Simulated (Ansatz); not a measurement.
Entries from a set of simulations; values are calculated unless marked as measured.

```cif
data_bi4te3se3
_symmetry_space_group_name_H-M 'P1'
_symmetry_Int_Tables_number 1
_cell_length_a 9.8808
_cell_length_b 11.1077
_cell_length_c 11.1242
_cell_angle_alpha 81.797
_cell_angle_beta 76.086
_cell_angle_gamma 85.401
_cell_volume 1171.62
loop_
_atom_site_label
_atom_site_type_symbol
_atom_site_symmetry_multiplicity
_atom_site_Wyckoff_symbol
_atom_site_fract_x
_atom_site_fract_y
_atom_site_fract_z
_atom_site_occupancy
Bi1 Bi 1 a 0.20354 0.95609 0.75105 1
Bi2 Bi 1 a 0.20334 0.08170 0.37745 1
Bi3 Bi 1 a 0.21908 0.20170 0.99140 1
Bi4 Bi 1 a 0.20915 0.31398 0.61983 1
Bi5 Bi 1 a 0.21018 0.44728 0.24212 1
Bi6 Bi 1 a 0.20564 0.57676 0.88194 1
Bi7 Bi 1 a 0.21073 0.70093 0.50083 1
Bi8 Bi 1 a 0.20439 0.81988 0.12228 1
Bi9 Bi 1 a 0.79121 0.93655 0.63010 1
Bi10 Bi 1 a 0.77904 0.05354 0.25629 1
Bi11 Bi 1 a 0.78817 0.17425 0.87552 1
Bi12 Bi 1 a 0.79276 0.29612 0.50542 1
Bi13 Bi 1 a 0.78890 0.42705 0.12821 1
Bi14 Bi 1 a 0.79027 0.54231 0.74873 1
Bi15 Bi 1 a 0.79489 0.67134 0.36718 1
Bi16 Bi 1 a 0.79210 0.80071 0.00497 1
Te1 Te 1 a 0.99603 0.00496 0.00679 1
Se1 Se 1 a 0.99520 0.12614 0.62994 1
Te2 Te 1 a 0.99609 0.24841 0.24624 1
Te3 Te 1 a 0.00253 0.37437 0.87360 1
Te4 Te 1 a 0.00496 0.49770 0.49481 1
Se2 Se 1 a 0.99688 0.62313 0.12381 1
Te5 Te 1 a 0.99506 0.75001 0.75286 1
Te6 Te 1 a 0.99413 0.87669 0.37588 1
Se3 Se 1 a 0.62894 0.97185 0.87353 1
Se4 Se 1 a 0.62422 0.10364 0.49823 1
Se5 Se 1 a 0.62884 0.22971 0.11440 1
Se6 Se 1 a 0.62634 0.34431 0.74370 1
Se7 Se 1 a 0.63180 0.46623 0.37139 1
Te7 Te 1 a 0.60727 0.60083 0.99108 1
Te8 Te 1 a 0.61805 0.72777 0.61943 1
Se8 Se 1 a 0.62878 0.84649 0.24533 1
Te9 Te 1 a 0.38970 0.90754 0.50282 1
Te10 Te 1 a 0.38799 0.02161 0.13285 1
Se9 Se 1 a 0.37563 0.14894 0.75426 1
Se10 Se 1 a 0.37082 0.27816 0.37552 1
Se11 Se 1 a 0.37490 0.40116 0.00269 1
Te11 Te 1 a 0.38578 0.51833 0.63241 1
Te12 Te 1 a 0.39174 0.64847 0.25556 1
Se12 Se 1 a 0.36492 0.78335 0.87956 1
_calc_subject 'Quasiparticle gap of Bi4Te3Se3 (quasi-random alloy, started on the Bi2Te3 lattice) (P1)'
_calc_method 'DFT, PBEsol-D3(BJ), plane waves, PAW; PAW set soft_1 (and 2 further levels or steps)'
_calc_program 'Ansatz 0.2.0'
_calc_settings_of_one_run 'cutoff 420 eV, 2×2×2 k-mesh, smearing width 0.02 eV, PAW set soft 1, pair correlation miss 0'
_calc_cost '3 runs, 17 min in all on 1 × NVIDIA H100 80GB HBM3 (shared by 6 runs) with 2 threads of AMD EPYC 7R13 (Zen 3), shared host (the runs of this entry)'
_calc_notes 'The program’s warnings: band table not solved further. The start is a generated structure, not a measured one. Limits: no spin-orbit coupling. For the G0W0 step: the program’s warnings for this run: subspace factor gpu capped. The program marks 9 of the 64 corrected levels as in doubt (Σc rises), among them the conduction bottom. The largest eigenvalue of the RPA ε∞ is large: 181 in G0W0@PBEsol (2×2×2, 2583 bands). A coarse mesh can overstate it where a direct gap is narrow; the runs shown don’t test that.'
_calc_pbesol_gap_over_mesh_and_path '0.151 eV, in a supercell, where edges may be folded'
_calc_g0w0_pbesol_gap_over_all_8_irreducible_mesh_points '0.323 eV, in a supercell, where edges may be folded'
_calc_gw_settings '2×2×2 mesh, 2271 empty bands, screening to 90 eV, PAW set soft_1 files'
```

[Paths, hosts, dates, memory and timing lines, banners, echoed tables and standing remarks are left out of the program output.]

[Logs are printed without paths, hosts, clocks, repeated set-up lines and the standing remarks that a program may print on its own settings, such as how far it seeks lower states.]

[Runs of the session that timed out or met a known fault of the program may be left out.]

[Cells called generated may have been cut or substituted from an entry of the Crystallography Open Database or the Materials Project.]

[Hosts, paths, dates, database ids (printed as entryN), source tags and the programs' standing remarks are cut or masked in the printed files.]
